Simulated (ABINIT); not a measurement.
## A GW run on BiOBr (P4/nmm) in ABINIT, with inputs changed

A base run on BiOBr (P4/nmm), then changed inputs.

Calculated with ABINIT 10.8.3; PBEsol and many-body steps on it, plane waves.

The database entry behind the starting cell differs from later determinations by our own check (0.1 to 0.3 % short, probably kX units), so it need not match the best structure at ambient conditions.

## Step 1: Starting point

Symmetry: P4/nmm, No. 129, tetragonal system. Conventional cell: a = 3.916 Å, b = 3.916 Å, c = 8.077 Å, α = 90.00°, β = 90.00°, γ = 90.00°. Nearest to Bi lie 4 O at 2.32 Å and 4 Br at 3.18 Å. Nearest to Br lie 4 Bi at 3.18 Å. O has 4 Bi at 2.32 Å nearest. Farther neighbours and most contacts between anions are not listed.

The cell and positions come from the Crystallography Open Database and are kept as given unless a step says otherwise. Spin-orbit coupling is left out unless a step names it.

## Step 2: Screening, 4×4×2 mesh, 121 bands, screening to 122.5 eV

This step: ABINIT 10.8.3; RPA screening on PBEsol, plane waves, norm-conserving pseudopotentials.

The RPA dielectric matrix is built and inverted for each q.

run.abi

```
acell 3*1.0 Angstrom
rprim 
  3.916000000000 0.000000000000 0.000000000000
  0.000000000000 3.916000000000 0.000000000000
  0.000000000000 0.000000000000 8.077000000000
ntypat 3
znucl 83 35 8
natom 6
typat 1 1 2 2 3 3
xred 
  0.000000000000 0.500000000000 0.154000000000
  0.500000000000 0.000000000000 0.846000000000
  0.000000000000 0.500000000000 0.653000000000
  0.500000000000 0.000000000000 0.347000000000
  0.000000000000 0.000000000000 0.000000000000
  0.500000000000 0.500000000000 0.000000000000
pp_dirpath "pseudos"
pseudos "Bi.upf, Br.upf, O.upf"
ecut 36
ngkpt 4 4 2
nshiftk 1
shiftk 0 0 0
kptopt 1
chksymbreak 0
istwfk *1
occopt 1
irdwfk 1
optdriver 3
nband 121
ecuteps 4.5
inclvkb 2
awtr 1
symchi 1
indata_prefix "in"
outdata_prefix "out"
tmpdata_prefix "tmp"
```

Launch:

```
> OMP_NUM_THREADS=1 mpirun -n 8 abinit run.abi > log
```

Log:

```text
.Version 10.8.3 of ABINIT. v10.8.2 released Aug 2026.

 Symmetries : space group P4/n m m (#129); Bravais tP (primitive tetrag.)
[... echo of the input left out ...]
== DATASET  1 ==================================================================
-   mpi_nproc: 8, omp_nthreads: 1 (-1 if OMP is not activated)

--- !DatasetInfo
iteration_state: {dtset: 1, }
dimensions: {natom: 6, nkpt: 12, mband: 121, nsppol: 1, nspinor: 1, nspden: 1, mpw: 8680, }
cutoff_energies: {ecut:  36.0, pawecutdg:  -1.0, }
electrons: {nelect:   5.60000000E+01, charge:   0.00000000E+00, occopt:   1.00000000E+00, tsmear:   1.00000000E-02, }

 SCREENING: Calculation of the susceptibility and dielectric matrices

 Based on a program developped by R.W. Godby, V. Olevano, G. Onida, and L. Reining.
 Incorporated in ABINIT by V. Olevano, G.-M. Rignanese, and M. Torrent.
.Using double precision arithmetic ; gwpc =  8

[... cell and pseudopotentials left out ...]
--------------------------------------------------------------------------------

 ==== K-mesh for the wavefunctions ====
 Number of points in the irreducible wedge :    12
[... list of points left out ...]
 Together with 16 symmetry operations and time-reversal symmetry
 yields    32 points in the full Brillouin Zone.

 ==== Q-mesh for the screening function ====
 Number of points in the irreducible wedge :    12
[... list of points left out ...]
 Together with 16 symmetry operations and time-reversal symmetry
 yields    32 points in the full Brillouin Zone.

 setmesh: FFT mesh size selected  =    30x   30x   60
          total number of points  =        54000

 vcoul_init : cutoff-mode = AUXILIARY_FUNCTION
 q-points for optical limit:   1
     1)      0.000010    0.000020    0.000030

- screening: taking advantage of time-reversal symmetry
- Maximum band index for partially occupied states nbvw = 28
- Remaining bands to be divided among processors   nbcw = 93
- Number of bands treated by each node ~11

 Number of electrons calculated from density =   56.0000; Expected =   56.0000
 average of density, n =  0.066997
 r_s =    1.5274
 omega_plasma =   24.9680 [eV]

 calculating chi0 at frequencies [eV] :
  1    0.000000E+00    0.000000E+00
  2    0.000000E+00    2.496799E+01

--------------------------------------------------------------------------------
  q-point number  1        q = ( 0.000000, 0.000000, 0.000000) [r.l.u.]
--------------------------------------------------------------------------------
[... chi0 elements left out ...]
 For q-point:  0.000010 0.000020 0.000030
  dielectric constant =   6.8112
  dielectric constant without local fields =   7.8530

  Average fulfillment of the sum rule on Im[epsilon] for q-point    1 :     68.25  [%]
[... wings left out ...]
  q-point number  2        q = ( 0.250000, 0.000000, 0.000000) [r.l.u.]
--------------------------------------------------------------------------------
[... chi0 elements left out ...]
  Average fulfillment of the sum rule on Im[epsilon] for q-point    2 :     79.38  [%]

 [... 10 further q-points ...]
```

Elapsed: 2.1 min, on 8 MPI ranks of Arm Neoverse V2, shared host; peak memory 4.6 GiB.

Numbers from this step:

```
ε∞ with local fields, on this mesh, along the program's q direction : 6.811
the same without local fields                                       : 7.853
plasma frequency                                                    : 24.97 eV
plane waves in the screening matrix                                 : 379
```

Local fields lower ε∞ by 13 %. On a Γ-centred mesh this coarse the value itself is usually too large, while a short band sum pulls it down.

## Step 3: Base

The self-energy is evaluated for the states that the input lists, and the levels follow from it, in one-shot runs by the linearised quasiparticle equation.

This step: G0W0 on PBEsol, plane waves, norm-conserving pseudopotentials.

run.abi: that of step 2 with these lines changed.

```diff
@@ -27,8 +27,19 @@
 irdwfk 1
-optdriver 3
+optdriver 4
 nband 121
+gwcalctyp 0
+ecutsigx 36
+symsigma 1
+nkptgw 3
+kptgw 
+  0.5000000000 0.0000000000 0.5000000000
+  0.0000000000 0.0000000000 0.5000000000
+  0.0000000000 0.0000000000 0.0000000000
+bdgw 
+  27 30
+  26 30
+  26 30
 ecuteps 4.5
-inclvkb 2
-awtr 1
-symchi 1
+irdscr 1
+ppmodel 1
 indata_prefix "in"
```

Log:

```text
.Version 10.8.3 of ABINIT. v10.8.2 released Aug 2026.

 Symmetries : space group P4/n m m (#129); Bravais tP (primitive tetrag.)
[... echo of the input left out ...]
== DATASET  1 ==================================================================
-   mpi_nproc: 8, omp_nthreads: 1 (-1 if OMP is not activated)

--- !DatasetInfo
iteration_state: {dtset: 1, }
dimensions: {natom: 6, nkpt: 12, mband: 121, nsppol: 1, nspinor: 1, nspden: 1, mpw: 8680, }
cutoff_energies: {ecut:  36.0, pawecutdg:  -1.0, }
electrons: {nelect:   5.60000000E+01, charge:   0.00000000E+00, occopt:   1.00000000E+00, tsmear:   1.00000000E-02, }

 SIGMA: Calculation of the GW corrections

 Based on a program developped by R.W. Godby, V. Olevano, G. Onida, and L. Reining.
 Incorporated in ABINIT by V. Olevano, G.-M. Rignanese, and M. Torrent.
.Using double precision arithmetic ; gwpc =  8

[... cell and pseudopotentials left out ...]
--------------------------------------------------------------------------------

 ==== K-mesh for the wavefunctions ====
 Number of points in the irreducible wedge :    12
[... list of points left out ...]
 Together with 16 symmetry operations and time-reversal symmetry
 yields    32 points in the full Brillouin Zone.

 ==== Q-mesh for screening function ====
 Number of points in the irreducible wedge :    12
[... list of points left out ...]
 Together with 16 symmetry operations and time-reversal symmetry
 yields    32 points in the full Brillouin Zone.

 vcoul_init : cutoff-mode = AUXILIARY_FUNCTION
 q-points for optical limit:   1
     1)      0.000010    0.000020    0.000030
 setmesh: FFT mesh size selected  =    40x   40x   90
          total number of points  =       144000

 Number of electrons calculated from density =   56.0000; Expected =   56.0000
 average of density, n =  0.066997
 r_s =    1.5274
 omega_plasma =   24.9680 [eV]

 === KS Band Gaps ===
  >>>> For spin  1
   Minimum direct gap =   2.2674 [eV], located at k-point      :   0.0000  0.0000  0.5000
   Fundamental gap    =   2.1906 [eV], Top of valence bands at :   0.5000  0.0000  0.5000
                                       Bottom of conduction at :   0.0000  0.0000  0.5000
 SIGMA fundamental parameters:
 PLASMON POLE MODEL  1
 number of plane-waves for SigmaX                 8529
 number of plane-waves for SigmaC and W            379
 number of plane-waves for wavefunctions          8529
 number of bands                                   121
 number of independent spin polarizations            1
 number of spinorial components                      1
 number of k-points in IBZ                          12
 number of q-points in IBZ                          12
 number of symmetry operations                      16
 number of k-points in BZ                           32
 number of q-points in BZ                           32
 number of frequencies for dSigma/dE                 9
 frequency step for dSigma/dE [eV]                0.25
 number of omega for Sigma on real axis              0
 max omega for Sigma on real axis  [eV]           0.00
 zcut for avoiding poles [eV]                     0.10

 EPSILON^-1 parameters (SCR file):
 dimension of the eps^-1 matrix on file            379
 dimension of the eps^-1 matrix used               379
 number of plane-waves for wavefunctions          8529
 number of bands                                   121
 number of q-points in IBZ                          12
 number of frequencies                               2
 number of real frequencies                          1
 number of imag frequencies                          1

 matrix elements of self-energy operator (all in [eV])

 Perturbative Calculation

--- !SelfEnergy_ee
iteration_state: {dtset: 1, }
kpoint     : [   0.500,    0.000,    0.500, ]
spin       : 1
KS_gap     :    4.198
QP_gap     :    5.137
Delta_QP_KS:    0.939
data: !SigmaeeData |
     Band     E0 <VxcDFT>   SigX SigC(E0)      Z dSigC/dE  Sig(E)    E-E0       E
       27   3.563 -15.165 -18.376   2.904   0.791  -0.264 -15.408  -0.243   3.320
       28   3.563 -15.165 -18.376   2.904   0.791  -0.264 -15.408  -0.243   3.320
       29   7.761 -12.724  -9.106  -2.764   0.816  -0.226 -12.027   0.696   8.457
       30   7.761 -12.724  -9.106  -2.764   0.816  -0.226 -12.027   0.696   8.457

--- !SelfEnergy_ee
iteration_state: {dtset: 1, }
kpoint     : [   0.000,    0.000,    0.500, ]
spin       : 1
KS_gap     :    2.267
QP_gap     :    3.091
Delta_QP_KS:    0.823
data: !SigmaeeData |
     Band     E0 <VxcDFT>   SigX SigC(E0)      Z dSigC/dE  Sig(E)    E-E0       E
       26   3.178 -13.435 -16.879   2.914   0.795  -0.258 -13.856  -0.421   2.756
       27   3.178 -13.435 -16.879   2.914   0.795  -0.258 -13.856  -0.421   2.756
[...]
--- !SelfEnergy_ee
iteration_state: {dtset: 1, }
kpoint     : [   0.000,    0.000,    0.000, ]
spin       : 1
KS_gap     :    3.000
QP_gap     :    3.871
Delta_QP_KS:    0.871
data: !SigmaeeData |
     Band     E0 <VxcDFT>   SigX SigC(E0)      Z dSigC/dE  Sig(E)    E-E0       E
[...]
28   2.945 -12.783 -15.817   2.442   0.805  -0.243 -13.260  -0.477   2.469
       29   5.945 -12.119  -8.948  -2.693   0.826  -0.211 -11.724   0.394   6.340
       30   6.881 -12.123  -8.963  -2.591   0.821  -0.219 -11.656   0.467   7.348

== END DATASET(S) ==============================================================
================================================================================

 -outvars: echo values of variables after computation  --------
           etotal      0.0000000000E+00
            nband         121
             nkpt          12
          spgroup         129
 [... the other variables as echoed above ...]

 Calculation completed.
```

Elapsed: 25 s, on 8 MPI ranks; peak memory 3.1 GiB; 3.3 min of CPU time.

Numbers from this step:

```yaml
g0w0_gap_on_the_points_computed: 2.779 eV
starting_gap_on_the_mesh: 2.191 eV
k_of_the_valence_top: 0.5, 0, 0.5
k_of_the_conduction_bottom: 0, 0, 0.5
z_at_the_valence_top: 0.791
z_at_the_conduction_bottom: 0.825
least_direct_g0w0_gap_on_the_computed_points: 3.090 eV
```

The gap on the mesh goes from 2.19 eV to 2.78 eV, a correction of +0.59 eV.

## Step 4: Coulomb singularity

run.abi: that of step 3 with these lines changed.

```diff
@@ -44,2 +44,3 @@
 ppmodel 1
+gw_icutcoul 0
 indata_prefix "in"
```

Log:

```text
.Version 10.8.3 of ABINIT. v10.8.2 released Aug 2026.

 Symmetries : space group P4/n m m (#129); Bravais tP (primitive tetrag.)
[... echo of the input left out ...]
== DATASET  1 ==================================================================
-   mpi_nproc: 8, omp_nthreads: 1 (-1 if OMP is not activated)

--- !DatasetInfo
iteration_state: {dtset: 1, }
dimensions: {natom: 6, nkpt: 12, mband: 121, nsppol: 1, nspinor: 1, nspden: 1, mpw: 8680, }
cutoff_energies: {ecut:  36.0, pawecutdg:  -1.0, }
electrons: {nelect:   5.60000000E+01, charge:   0.00000000E+00, occopt:   1.00000000E+00, tsmear:   1.00000000E-02, }

 SIGMA: Calculation of the GW corrections

 Based on a program developped by R.W. Godby, V. Olevano, G. Onida, and L. Reining.
 Incorporated in ABINIT by V. Olevano, G.-M. Rignanese, and M. Torrent.
.Using double precision arithmetic ; gwpc =  8

[... cell and pseudopotentials left out ...]
--------------------------------------------------------------------------------

 ==== K-mesh for the wavefunctions ====
 Number of points in the irreducible wedge :    12
[... list of points left out ...]
 Together with 16 symmetry operations and time-reversal symmetry
 yields    32 points in the full Brillouin Zone.

 ==== Q-mesh for screening function ====
 Number of points in the irreducible wedge :    12
[... list of points left out ...]
 Together with 16 symmetry operations and time-reversal symmetry
 yields    32 points in the full Brillouin Zone.

 === Spherical cutoff ===

  Cutoff radius .........    18.5523 [Bohr]
  Volume of the sphere ..   26747.43 [Bohr^3]
 q-points for optical limit:   1
     1)      0.000010    0.000020    0.000030
 setmesh: FFT mesh size selected  =    40x   40x   90
          total number of points  =       144000

[...]
number of plane-waves for wavefunctions          8529
 number of bands                                   121
 number of q-points in IBZ                          12
 number of frequencies                               2
 number of real frequencies                          1
 number of imag frequencies                          1

 matrix elements of self-energy operator (all in [eV])

 Perturbative Calculation

--- !SelfEnergy_ee
iteration_state: {dtset: 1, }
kpoint     : [   0.500,    0.000,    0.500, ]
spin       : 1
KS_gap     :    4.198
QP_gap     :    5.113
Delta_QP_KS:    0.916
data: !SigmaeeData |
     Band     E0 <VxcDFT>   SigX SigC(E0)      Z dSigC/dE  Sig(E)    E-E0       E
       27   3.563 -15.165 -18.410   2.831   0.796  -0.257 -15.495  -0.330   3.233
       28   3.563 -15.165 -18.410   2.831   0.796  -0.257 -15.495  -0.330   3.233
       29   7.761 -12.724  -9.166  -2.840   0.817  -0.224 -12.138   0.586   8.347
[...]
--- !SelfEnergy_ee
iteration_state: {dtset: 1, }
kpoint     : [   0.000,    0.000,    0.500, ]
spin       : 1
KS_gap     :    2.267
QP_gap     :    3.028
Delta_QP_KS:    0.761
data: !SigmaeeData |
     Band     E0 <VxcDFT>   SigX SigC(E0)      Z dSigC/dE  Sig(E)    E-E0       E
[...]
--- !SelfEnergy_ee
iteration_state: {dtset: 1, }
kpoint     : [   0.000,    0.000,    0.000, ]
spin       : 1
KS_gap     :    3.000
QP_gap     :    3.832
Delta_QP_KS:    0.831
data: !SigmaeeData |
     Band     E0 <VxcDFT>   SigX SigC(E0)      Z dSigC/dE  Sig(E)    E-E0       E
[...]
29   5.945 -12.119  -9.002  -2.774   0.827  -0.209 -11.835   0.284   6.229
       30   6.881 -12.123  -8.975  -2.702   0.820  -0.219 -11.757   0.365   7.247

== END DATASET(S) ==============================================================
================================================================================

 -outvars: echo values of variables after computation  --------
           etotal      0.0000000000E+00
            nband         121
             nkpt          12
          spgroup         129
 [... the other variables as echoed above ...]

 Calculation completed.
```

The job ended after 25 s (8 MPI ranks; peak memory 3.1 GiB).

Numbers from this step:

| Property | Result |
| --- | --- |
| G0W0 gap on the points computed | 2.749 eV |
| starting gap on the mesh | 2.191 eV |
| k of the valence top | 0.5, 0, 0.5 |
| k of the conduction bottom | 0, 0, 0.5 |
| Z at the valence top | 0.796 |
| Z at the conduction bottom | 0.824 |
| least direct G0W0 gap on the computed points | 3.028 eV |

Against G0W0 in ABINIT (4×4×2 mesh, 121 bands, screening to 122.5 eV, Godby-Needs plasmon pole), the gap moves by −0.030 eV.

## Step 5: The runs together

Times are wall times on 8 MPI ranks of Arm Neoverse V2, shared host, good to a factor of about two. A run's time includes the screening step that it read.

```tsv
run	mesh	bands	screening cutoff (eV)	DFT gap (eV)	gap on the mesh (eV)	direct (eV)	ε∞ used	time
base	4×4×2	121	122.5	2.191	2.779	3.090	6.81	2.5 min
Coulomb singularity	4×4×2	121	122.5	2.191	2.749	3.028	6.81	2.5 min
```

## Step 6: Outcome

```yaml
base: 2.779 eV
coulomb_singularity: 2.749 eV
known_limits: not at the basis limit; exchange with frozen shells missing; no spin-orbit coupling; coarse k mesh
```

Coulomb singularity: −0.030 eV against base (keys changed: gw_icutcoul). Bands and cutoff are finite, so the gap is not at the basis limit. The miss can reach some tenths of an eV and take either sign; the mesh is an error of its own. In the first G0W0 run levels were corrected at 3 k points alone, so a gap called «on the mesh» is the least over those, and an edge elsewhere would be missed. The 4×4×2 mesh is coarse for this cell, which bears on the long-range parts of exchange and screening. Where an edge is built on 6p states of lead, bismuth or thallium, scalar-relativistic gaps usually stand too wide, by a few tenths to over one eV. The norm-conserving file of at least one element keeps a d shell over frozen s and p shells of the same row. Exchange with those shells is missing from the self-energy, an error of 0.3 to 0.9 eV in cases checked, whose sign depends on which edge lies on those atoms. The many-body steps are scalar-relativistic: spin-orbit coupling is not in them.

[Paths, hosts, dates, memory and timing lines, banners, echoed tables and standing remarks are left out of the program output.]

[Logs are printed without paths, hosts, clocks, repeated set-up lines and the standing remarks that a program may print on its own settings, such as how far it seeks lower states.]

[Runs of the session that timed out or met a known fault of the program may be left out.]

[No measured gap is set beside runs whose start may be inverted or whose files or cutoffs have a known fault.]

[Hosts, paths, dates, database ids (printed as entryN), source tags and the programs' standing remarks are cut or masked in the printed files.]

[G0W0 gaps are taken among the corrected bands and points alone; a level outside them can change the order at an edge.]

[Where Ansatz stands beside ABINIT at settings called matched, ABINIT's density can come from a denser mesh and the files from another edition; pairs whose starting gaps differed by over 0.03 eV were left out, so agreement reads better than it is.]
